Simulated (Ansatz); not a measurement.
In doubt: masses and optical values from hybrid runs of this build are listed as unsure (in some of the runs), which bears on the screening that GW takes from such a start; one-shot GW on d or f shells is unsure (in some of the runs), so the values of those runs are not to be relied on.

The crystal is Cs2AgAsF6 (Fm-3m).

```yaml
crystal:
  lattice:
    - [0.00000, 4.59761, 4.59761]
    - [4.59761, 0.00000, 4.59761]
    - [4.59761, 4.59761, 0.00000]
  atoms:
    - { symbol: Cs, position: [0.75000, 0.75000, 0.75000] }
    - { symbol: Cs, position: [0.25000, 0.25000, 0.25000] }
    - { symbol: Ag, position: [0.50000, 0.50000, 0.50000] }
    - { symbol: As, position: [0.00000, 0.00000, 0.00000] }
    - { symbol: F, position: [0.77328, 0.22672, 0.22672] }
    - { symbol: F, position: [0.22672, 0.22672, 0.77328] }
    - { symbol: F, position: [0.22672, 0.77328, 0.77328] }
    - { symbol: F, position: [0.22672, 0.77328, 0.22672] }
    - { symbol: F, position: [0.77328, 0.22672, 0.77328] }
    - { symbol: F, position: [0.77328, 0.77328, 0.22672] }
```

The cell and positions are those that the Materials Project relaxed with its own functionals (PBE, PBE+U or r2SCAN), kept fixed. Spin-orbit coupling is left out unless a run names it.

Gaps computed with Ansatz 0.2.0 without a self-energy: HSE06 3.94 eV, r2SCAN 2.85 eV and PBE0 4.68 eV.

Question: What gap should G0W0 on HSE06 give (4×4×4 mesh, 1065 empty bands, screening to 180 eV, PAW set soft_1 files)?

About 5.13 eV: on its mesh the run moves the gap from 3.94 eV by +1.19 eV. Among the scalar-relativistic levels given, PBE0 is nearest (−0.45 eV). Bands and cutoff are finite, so the gap is not at the basis limit. The miss can reach some tenths of an eV and take either sign; the mesh is an error of its own. A d shell, filled or nearly so, lies near the gap. One-shot GW converges very slowly in bands there, not always from below, and on a semilocal start the gap tends to come out low; starts rich in exact exchange can overshoot instead. The many-body steps are scalar-relativistic: spin-orbit coupling is not in them.

[Paths, hosts, dates, memory and timing lines, banners, echoed tables and standing remarks are left out of the program output.]

[Logs are printed without paths, hosts, clocks, repeated set-up lines and the standing remarks that a program may print on its own settings, such as how far it seeks lower states.]

[Runs of the session that timed out or met a known fault of the program may be left out.]

[Cells called generated may have been cut or substituted from an entry of the Crystallography Open Database or the Materials Project.]

[Hosts, paths, dates, database ids (printed as entryN), source tags and the programs' standing remarks are cut or masked in the printed files.]
